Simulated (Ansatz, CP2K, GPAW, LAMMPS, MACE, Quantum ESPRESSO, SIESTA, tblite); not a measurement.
# SIESTA runs on aqueous Ca2+ and HSO4-, 2.3 mol of salt per kg of water at 360 K (85 atoms), part 2 of 2

Aim: run aqueous Ca2+ and HSO4-, 2.3 mol of salt per kg of water at 360 K (85 atoms) in SIESTA and see how near its forces come to a plane-wave reference, and at what cost.

Program: SIESTA 5.4.2; the method stands at each step. Banners, paths, timers and routine set-up lines are dropped from the logs unmarked, and long logs keep their key lines alone; longer cuts are marked. The potentials were converted by us to PSML.

So far. Step 2 (PBE, DZP, shift 0.01 Ry, mesh 500 Ry): Forces lie 39 % from the reference's, at 0.50 times its CPU time. Step 3 (PBE, SZP, shift 0.01 Ry, mesh 500 Ry): Against the first run (39 %), the force difference from the reference is 232 %, at 0.94 times the CPU time, with 514 basis functions against 701: the smaller basis costs accuracy.

## (4) PBE, SZ, shift 0.01 Ry, mesh 500 Ry

Method: Kohn-Sham DFT, PBE, PseudoDojo 0.4.1 norm-conserving pseudopotentials (converted to PSML), numerical atomic orbitals (SZ), diagonalisation.

Contents of input.fdf:

```
SystemLabel cell
NumberOfAtoms 85
NumberOfSpecies 4
%block ChemicalSpeciesLabel
  1 8 O
  2 16 S
  3 1 H
  4 20 Ca
%endblock ChemicalSpeciesLabel
LatticeConstant 1.0 Ang
%block LatticeVectors
  9.34568 0.00000 0.00000
  0.00000 9.34568 0.00000
  0.00000 0.00000 9.34568
%endblock LatticeVectors
PAO.BasisSize SZ
PAO.EnergyShift 0.01 Ry
XC.Functional GGA
XC.Authors PBE
MeshCutoff 500 Ry
%block kgrid_Monkhorst_Pack
  1 0 0 0.0
  0 1 0 0.0
  0 0 1 0.0
%endblock kgrid_Monkhorst_Pack
SolutionMethod diagon
OccupationFunction FD
ElectronicTemperature 580 K
SCF.Mixer.Method Pulay
SCF.Mixer.Weight 0.15
SCF.Mixer.History 8
SCF.Mix Hamiltonian
MaxSCFIterations 300
SCF.DM.Tolerance 1e-04
SCF.H.Tolerance 1.0e-3 eV
WriteForces T
Write.HirshfeldPop T
Write.VoronoiPop T
Write.DM F
Write.H F
XML.Write F
AtomicCoordinatesFormat Fractional
%block AtomicCoordinatesAndAtomicSpecies
[... 85 atom lines left out: the same atoms as in the first run ...]
%endblock AtomicCoordinatesAndAtomicSpecies
```

Launch:

```console
$ OMP_NUM_THREADS=1 siesta < input.fdf > output.txt
```

Log:

```text
Version         : 5.4.2
reinit: System Name:
reinit: System Label: cell
initatom: Reading input for the pseudopotentials and atomic orbitals ----------
Species number:   1 Atomic number:    8 Label: O
Species number:   2 Atomic number:   16 Label: S
Species number:   3 Atomic number:    1 Label: H
Species number:   4 Atomic number:   20 Label: Ca
[... lines left out ...]
SCF Convergence by DM+H criterion
[... lines left out ...]
SCF cycle converged after 13 iterations
[... lines left out ...]
   Max   14.996135
[... lines left out ...]
   Max   14.996135    constrained
Stress tensor Voigt[x,y,z,yz,xz,xy] (kbar):     -179.23     -180.85     -209.81      -17.63        0.23       -7.57
[... lines left out ...]
siesta: FreeEng =    -16724.685321
[... lines left out ...]
siesta:         Fermi =      -2.684417
[... lines left out ...]
siesta:         189.96522119        268.71541626  kBar
[... lines left out ...]
Hirshfeld Atomic Populations:
Atom #   charge [q] valence [e]  Species
     1    -0.232418    6.232418  O
     2     0.805041    5.194959  S
     3    -0.324561    6.324561  O
     4    -0.273274    6.273274  O
[...]
6     0.122860    0.877140  H
[...]
8     0.831436    5.168564  S
[...]
12     0.135539    0.864461  H
[...]
14     0.099019    0.900981  H
[...]
85     0.568017    9.431983  Ca
--------------------
 Total    -0.000005
Voronoi Atomic Populations:
Atom #   charge [q] valence [e]  Species
[...]
2     0.813359    5.186641  S
[...]
8     0.848438    5.151562  S
[...]
79    -0.330205    6.330205  O
[...]
82    -0.284775    6.284775  O
    83     0.168618    0.831382  H
    84     0.171468    0.828532  H
    85     0.348335    9.651665  Ca
--------------------
 Total    -0.000005
```

Wall time 52 s (1 thread of Arm Neoverse V1, shared host); peak memory 0.53 GiB.

Against the reference:

| Item | Value |
| --- | --- |
| r.m.s. force component | 3.367 eV/Å |
| r.m.s. difference of force components | 3590 meV/Å |
| longest difference of force vectors | 16330 meV/Å |
| force difference over r.m.s. force | 573.5 % |
| slope of forces against the reference's | -1.479 |
| correlation of force components | -0.275 |
| gap (highest filled to lowest empty level) | 3.037 eV |
| gap difference | -1.066 eV |
| pressure | 19 GPa |
| pressure difference | 20.03 GPa |

This is a coarse setting, run to see what it loses.

Against the first run (39 %), the force difference from the reference is 573 %, at 0.43 times the CPU time (on 1 against 2 cores), with 191 basis functions against 701: the smaller basis costs accuracy.

## (5) PBE, SZ, shift 0.02 Ry, mesh 500 Ry

Method: Kohn-Sham DFT, PBE, PseudoDojo 0.4.1 norm-conserving pseudopotentials (converted to PSML), numerical atomic orbitals (SZ), diagonalisation.

input.fdf, as its differences from that of step 4:

```diff
@@ -16,3 +16,3 @@
 PAO.BasisSize SZ
-PAO.EnergyShift 0.01 Ry
+PAO.EnergyShift 0.02 Ry
 XC.Functional GGA
```

Log:

```text
Version         : 5.4.2
reinit: System Name:
reinit: System Label: cell
initatom: Reading input for the pseudopotentials and atomic orbitals ----------
Species number:   1 Atomic number:    8 Label: O
Species number:   2 Atomic number:   16 Label: S
Species number:   3 Atomic number:    1 Label: H
Species number:   4 Atomic number:   20 Label: Ca
Ground state valence configuration (from tables):   2s02  2p04  3d00  4f00
Ground state valence configuration (from tables):   3s02  3p04  3d00  4f00
[... lines left out ...]
        iscf     Eharris(eV)        E_KS(eV)     FreeEng(eV)     dDmax    Ef(eV) dHmax(eV)
[... lines left out ...]
SCF Convergence by DM+H criterion
[... lines left out ...]
SCF cycle converged after 13 iterations
[... lines left out ...]
   Max   14.159459
[... lines left out ...]
   Max   14.159459    constrained
Stress tensor Voigt[x,y,z,yz,xz,xy] (kbar):     -141.07     -142.80     -167.32      -17.52       -0.34       -7.34
[... lines left out ...]
siesta: FreeEng =    -16707.598711
[... lines left out ...]
siesta:         Fermi =      -1.987338
[... lines left out ...]
siesta: Pressure (static):
siesta:                Solid            Molecule  Units
siesta:           0.00102239          0.00152856  Ry/Bohr**3
siesta:           0.09387114          0.14034623  eV/Ang**3
siesta:         150.39814601        224.85945602  kBar
    Orbital volume contribution        =           6.982185 eV
    (Free)E + p_basis*V_orbitals       =      -16700.616526 eV
    (Free)Eharris+ p_basis*V_orbitals  =      -16700.616526 eV
Hirshfeld Atomic Populations:
Atom #   charge [q] valence [e]  Species
     1    -0.218689    6.218689  O
     2     0.777958    5.222042  S
     3    -0.318686    6.318686  O
     4    -0.264217    6.264217  O
[...]
6     0.109371    0.890629  H
[...]
8     0.804657    5.195343  S
[...]
12     0.123947    0.876053  H
[...]
14     0.084000    0.916000  H
[...]
85     0.604537    9.395463  Ca
--------------------
 Total     0.000008
Voronoi Atomic Populations:
Atom #   charge [q] valence [e]  Species
[...]
2     0.793784    5.206216  S
[...]
8     0.828335    5.171665  S
[...]
79    -0.285131    6.285131  O
[...]
82    -0.240144    6.240144  O
    83     0.149466    0.850534  H
    84     0.151936    0.848064  H
    85     0.364088    9.635912  Ca
--------------------
 Total     0.000008
```

Wall time 47 s (1 thread); peak memory 0.49 GiB.

Against the reference:

| Quantity | Value |
| --- | --- |
| r.m.s. force component | 3.225 eV/Å |
| r.m.s. difference of force components | 3442 meV/Å |
| longest difference of force vectors | 15290 meV/Å |
| force difference over r.m.s. force | 549.8 % |
| slope of forces against the reference's | -1.353 |
| correlation of force components | -0.2627 |
| gap (highest filled to lowest empty level) | 3.097 eV |
| gap difference | -1.006 eV |
| pressure | 15.04 GPa |
| pressure difference | 16.08 GPa |

This is a coarse setting, run to see what it loses.

Against the first run (39 %), the force difference from the reference is 550 %, at 0.39 times the CPU time (on 1 against 2 cores).

## (6) PBE, DZ, shift 0.01 Ry, mesh 500 Ry

Method: Kohn-Sham DFT, PBE, PseudoDojo 0.4.1 norm-conserving pseudopotentials (converted to PSML), numerical atomic orbitals (DZ), diagonalisation.

input.fdf, as its differences from that of step 5:

```diff
@@ -15,4 +15,4 @@
 %endblock LatticeVectors
-PAO.BasisSize SZ
-PAO.EnergyShift 0.02 Ry
+PAO.BasisSize DZ
+PAO.EnergyShift 0.01 Ry
 XC.Functional GGA
```

Log:

```text
Version         : 5.4.2
reinit: System Name:
reinit: System Label: cell
initatom: Reading input for the pseudopotentials and atomic orbitals ----------
Species number:   1 Atomic number:    8 Label: O
Species number:   2 Atomic number:   16 Label: S
Species number:   3 Atomic number:    1 Label: H
Species number:   4 Atomic number:   20 Label: Ca
Ground state valence configuration (from tables):   2s02  2p04  3d00  4f00
Ground state valence configuration (from tables):   3s02  3p04  3d00  4f00
[... lines left out ...]
        iscf     Eharris(eV)        E_KS(eV)     FreeEng(eV)     dDmax    Ef(eV) dHmax(eV)
[... lines left out ...]
SCF Convergence by DM+H criterion
[... lines left out ...]
SCF cycle converged after 13 iterations
[... lines left out ...]
   Max   10.488752
[... lines left out ...]
   Max   10.488752    constrained
Stress tensor Voigt[x,y,z,yz,xz,xy] (kbar):      -50.55      -63.19      -60.90       -9.08        2.12       -4.77
[... lines left out ...]
siesta: FreeEng =    -16795.134630
[... lines left out ...]
siesta:         Fermi =      -3.510803
[... lines left out ...]
siesta: Pressure (static):
siesta:                Solid            Molecule  Units
siesta:           0.00039572          0.00088429  Ry/Bohr**3
siesta:           0.03633348          0.08119138  eV/Ang**3
siesta:          58.21264606        130.08293917  kBar
    Orbital volume contribution        =          12.406514 eV
    (Free)E + p_basis*V_orbitals       =      -16782.728116 eV
    (Free)Eharris+ p_basis*V_orbitals  =      -16782.728116 eV
Hirshfeld Atomic Populations:
Atom #   charge [q] valence [e]  Species
     1    -0.169224    6.169224  O
     2     0.696955    5.303045  S
     3    -0.287031    6.287031  O
     4    -0.224624    6.224624  O
[...]
6     0.102636    0.897364  H
[...]
8     0.720630    5.279370  S
[...]
12     0.112961    0.887039  H
[...]
14     0.078389    0.921611  H
[...]
85     0.470126    9.529874  Ca
--------------------
 Total    -0.000005
Voronoi Atomic Populations:
Atom #   charge [q] valence [e]  Species
[...]
2     0.682250    5.317750  S
[...]
8     0.705790    5.294210  S
[...]
79    -0.274603    6.274603  O
[...]
82    -0.219383    6.219383  O
    83     0.142945    0.857055  H
    84     0.140051    0.859949  H
    85     0.341860    9.658140  Ca
--------------------
 Total    -0.000005
```

Elapsed: 60 s, on 1 thread; peak memory 0.59 GiB.

Numbers from this run, and their distance from the reference:

```
r.m.s. force component                           : 1.762 eV/Å
r.m.s. difference of force components            : 1784 meV/Å
longest difference of force vectors              : 10800 meV/Å
force difference over r.m.s. force               : 285 %
slope of forces against the reference's          : 0.4001
correlation of force components                  : 0.1421
gap (highest filled to lowest empty level) : 3.475 eV
gap difference                                   : -0.6271 eV
pressure                                         : 5.821 GPa
pressure difference                              : 6.856 GPa
```

This is a coarse setting, run to see what it loses.

Against the first run (39 %), the force difference from the reference is 285 %, at 0.49 times the CPU time (on 1 against 2 cores), with 378 basis functions against 701: the smaller basis costs accuracy.

## (7) PBE, SZ, shift 0.02 Ry, mesh 500 Ry, orbital minimisation

Method: Kohn-Sham DFT, PBE, PseudoDojo 0.4.1 norm-conserving pseudopotentials (converted to PSML), numerical atomic orbitals (SZ), orbital minimisation.

input.fdf, as its differences from that of step 6:

```diff
@@ -15,4 +15,4 @@
 %endblock LatticeVectors
-PAO.BasisSize DZ
-PAO.EnergyShift 0.01 Ry
+PAO.BasisSize SZ
+PAO.EnergyShift 0.02 Ry
 XC.Functional GGA
@@ -25,3 +25,3 @@
 %endblock kgrid_Monkhorst_Pack
-SolutionMethod diagon
+SolutionMethod OMM
 OccupationFunction FD
@@ -35,2 +35,4 @@
 SCF.H.Tolerance 1.0e-3 eV
+OMM.Precon -1
+OMM.RelTol 1.0e-9
 WriteForces T
```

Launch:

```console
$ OMP_NUM_THREADS=1 mpirun -np 2 siesta < input.fdf > output.txt
```

Log:

```text
Version         : 5.4.2
reinit: System Name:
reinit: System Label: cell
initatom: Reading input for the pseudopotentials and atomic orbitals ----------
Species number:   1 Atomic number:    8 Label: O
Species number:   2 Atomic number:   16 Label: S
Species number:   3 Atomic number:    1 Label: H
Species number:   4 Atomic number:   20 Label: Ca
Ground state valence configuration (from tables):   2s02  2p04  3d00  4f00
Ground state valence configuration (from tables):   3s02  3p04  3d00  4f00
[... lines left out ...]
Total number of electrons:   264.000000
[... lines left out ...]
siesta: FreeEng =    -16677.215031
[... lines left out ...]
SCF Convergence by DM+H criterion
[... lines left out ...]
SCF cycle converged after 25 iterations
[... lines left out ...]
   Max   14.158127
[... lines left out ...]
   Max   14.158127    constrained
Stress tensor Voigt[x,y,z,yz,xz,xy] (kbar):     -141.07     -142.81     -167.32      -17.52       -0.34       -7.33
[... lines left out ...]
siesta: FreeEng =    -16707.598709
[... lines left out ...]
siesta: Pressure (static):
siesta:                Solid            Molecule  Units
siesta:           0.00102239          0.00152856  Ry/Bohr**3
siesta:           0.09387113          0.14034615  eV/Ang**3
siesta:         150.39813417        224.85932540  kBar
    Orbital volume contribution        =           6.982185 eV
    (Free)E + p_basis*V_orbitals       =      -16700.616525 eV
    (Free)Eharris+ p_basis*V_orbitals  =      -16700.616526 eV
Hirshfeld Atomic Populations:
Atom #   charge [q] valence [e]  Species
     1    -0.218576    6.218576  O
     2     0.777984    5.222016  S
     3    -0.318889    6.318889  O
     4    -0.264203    6.264203  O
[...]
6     0.109367    0.890633  H
[...]
8     0.804664    5.195336  S
[...]
12     0.123941    0.876059  H
[...]
14     0.084000    0.916000  H
[...]
85     0.604536    9.395464  Ca
--------------------
 Total     0.000008
Voronoi Atomic Populations:
Atom #   charge [q] valence [e]  Species
[...]
2     0.793809    5.206191  S
[...]
8     0.828342    5.171658  S
[...]
79    -0.285123    6.285123  O
[...]
82    -0.240140    6.240140  O
    83     0.149465    0.850535  H
    84     0.151931    0.848069  H
    85     0.364087    9.635913  Ca
--------------------
 Total     0.000008
```

The job ended after 45 s (2 MPI ranks; peak memory 0.72 GiB).

Against the reference:

```yaml
r_m_s_force_component: 3.225 eV/Å
r_m_s_difference_of_force_components: 3442 meV/Å
longest_difference_of_force_vectors: 15290 meV/Å
force_difference_over_r_m_s_force: 549.8 %
slope_of_forces_against_the_reference_s: -1.353
correlation_of_force_components: -0.2627
pressure: 15.04 GPa
pressure_difference: 16.08 GPa
energy_less_the_same_level_run_s: 0 meV/atom
r_m_s_force_difference_from_the_same_level_run: 0.419 meV/Å
```

This is a coarse setting, run to see what it loses.

Against the first run (39 %), the force difference from the reference is 550 %, at 0.74 times the CPU time.

## (8) The ladder

Differences are against the plane-wave reference, forces as r.m.s. over components; share is that over the reference's r.m.s. force, slope the least-squares factor from reference forces to these. Total energies of different programs have different zeros and aren't compared.

```
                                                                      run  Δ force, r.m.s. (meV/Å)  share (%)   slope  Δ pressure (GPa)  Δ gap (eV)  cores  CPU time  memory (GiB)
                                                                reference                        -          -       -                 -           -      2   4.1 min           2.0
                              SIESTA PBE, DZP, shift 0.01 Ry, mesh 500 Ry                      244       38.9   0.812            0.0345       0.263      2     2 min           1.2
                     SIESTA PBE, SZP, shift 0.01 Ry, mesh 500 Ry (coarse)                     1452        232  -0.272              6.60       0.888      2   1.9 min           1.1
                      SIESTA PBE, SZ, shift 0.01 Ry, mesh 500 Ry (coarse)                     3590        573  -1.479              20.0       -1.07      1      52 s          0.53
                      SIESTA PBE, SZ, shift 0.02 Ry, mesh 500 Ry (coarse)                     3442        550  -1.353              16.1       -1.01      1      47 s          0.49
                      SIESTA PBE, DZ, shift 0.01 Ry, mesh 500 Ry (coarse)                     1784        285   0.400              6.86      -0.627      1      60 s          0.59
SIESTA PBE, SZ, shift 0.02 Ry, mesh 500 Ry, orbital minimisation (coarse)                     3442        550  -1.353              16.1           -      2      89 s          0.72
```

Rows marked coarse were listed beforehand as settings not expected to be converged; some can still land near the reference.

CPU time is summed over cores on a shared host, where runs went side by side, so it is rough. Symmetry, cutoffs, thresholds, outputs and thread counts weren't matched or tuned between programs; memory under MPI is the largest rank's times the ranks.

Within one program, basis, potentials and functional, energies share a zero. Each run against its twin at the usual cutoff or grid and solver:

```
                                                             run                            twin  Δ energy (meV/atom)  Δ force, r.m.s. (meV/Å)        CPU time over the twin's
SIESTA PBE, SZ, shift 0.02 Ry, mesh 500 Ry, orbital minimisation  SZ, shift 0.02 Ry, mesh 500 Ry                    0                    0.419  1.9 (this twin ran on 1 cores)
```

## (9) Results

- nearest in forces: SIESTA PBE, DZP, shift 0.01 Ry, mesh 500 Ry, 39 %
- its CPU time: 2 min

The PBE run in local orbitals, coarse settings apart, differs by 39 % (SIESTA PBE, DZP, shift 0.01 Ry, mesh 500 Ry); basis, grid and potentials can all enter. Runs with settings chosen to be coarse differ by 232 % (SIESTA PBE, SZP, shift 0.01 Ry, mesh 500 Ry) to 573 % (SIESTA PBE, SZ, shift 0.01 Ry, mesh 500 Ry), their programs' other errors included. Of the electronic-structure runs that take under half the reference's CPU time, SIESTA PBE, DZP, shift 0.01 Ry, mesh 500 Ry comes nearest, at 39 % in 2 min against 4.1 min. At the same functional, gaps differ from the reference's 4.10 eV by between -1.07 and +0.89 eV. A likely cause of the wide gaps: compact atomic orbitals describe empty levels worse than filled ones. In pressure, SIESTA PBE, SZ, shift 0.01 Ry, mesh 500 Ry misses by +20.0 GPa, at the same functional. With short bonds to hydrogen, sets of potentials differ among themselves by several per cent in forces even at converged cutoffs, so the reference isn't exact here either. The reference's pressure holds the uncorrected Pulay stress of its 60 Ry basis, so small pressure differences, and their order, may be the reference's own error. The network of contacts between molecules at the start is that of the classical potential that made the cell, and needn't be the one that DFT or experiment would give. The concentration wasn't checked against solubility and may exceed it. The reference's PBE has no dispersion term, which matters for the binding between molecules or layers. The density was typed from a rule of thumb and may lie off the real one at this temperature. The electronic-structure runs sample only Γ, in a cell whose shortest periodic width is 9 Å.

[Also dropped from logs without a mark: logging warnings of Python, and SIESTA's first energy breakdown and zero terms.]

[Logs are printed without paths, hosts, clocks, repeated set-up lines and the standing remarks that a program may print on its own settings, such as how far it seeks lower states.]

[Hosts, paths, dates, database ids (printed as entryN), source tags and the programs' standing remarks are cut or masked in the printed files.]
